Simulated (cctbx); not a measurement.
# Er2Ge5MoRu2 across an absorption edge

Space group Ibam (no. 72), a = 9.8400 Å, b = 12.2860 Å, c = 5.7880 Å, α = 90.00°, β = 90.00°, γ = 90.00°.

| atom | mult. | x | y | z | Ueq (Å²) |
| --- | --- | --- | --- | --- | --- |
| Er1 | 8 | 0.2638 | 0.1358 | 1/2 | 0.0090 |
| Ru1 | 8 | 0.5913 | 0.8556 | 0 | 0.0116 |
| Mo1 | 4 | 0 | 0 | 3/4 | 0.0108 |
| Ge1 | 8 | 0.8266 | 0.9150 | 0 | 0.0097 |
| Ge2 | 8 | 1/2 | 0.2872 | 1/4 | 0.0128 |
| Ge3 | 4 | 1/2 | 0 | 3/4 | 0.0072 |

This is a model crystal, built by substitution and not relaxed, with assumed displacement parameters.

Calculated with cctbx: free-atom f′ and f″ from the Sasaki tables, no fine structure; amplitudes in electrons.

```csv
E (eV),F 3 1 0,F 1 4 1,F 1 3 0,F 2 1 1
7758,11.5,177.3,163.7,75.5
8108,10.4,172.9,162.8,77.4
8238,10.1,169.3,162.0,79.1
8298,10.3,166.3,161.3,80.5
8328,10.8,163.1,160.5,82.0
8343,11.7,160.1,159.7,83.5
8350,12.7,157.3,158.9,84.8
8354,14.0,154.4,158.1,86.3
8362,21.7,154.7,158.5,86.1
8366,20.7,158.1,159.4,84.4
8373,20.0,161.0,160.3,83.0
8388,19.3,164.2,161.2,81.4
8418,18.8,167.4,162.1,79.8
8508,18.3,171.2,163.2,77.8
8758,17.6,174.2,164.5,76.2
```

**Question.** Which edge is crossed, and why do the reflections move as they do?

The L3 edge of Er. The edge is at 8358 eV. f′ of Er falls from -12.0 e at 8238 eV to -19.0 e at 4 eV below it, and f″ steps from 3.71 to 10.56 e across it. Over that approach |F| changes by +39 % (3 1 0), -9 % (1 4 1), -2 % (1 3 0) and +9 % (2 1 1): a reflection falls where Er scatters in phase with the total and rises where it scatters against it; it hardly moves where the Er term is small or cancels by symmetry. Above the edge the larger f″ enters the imaginary part, where it can add to or cancel the other atoms' f″. The structure is centrosymmetric, so Friedel mates stay equal.

[Logs are printed without paths, hosts, clocks, repeated set-up lines and the standing remarks that a program may print on its own settings, such as how far it seeks lower states.]
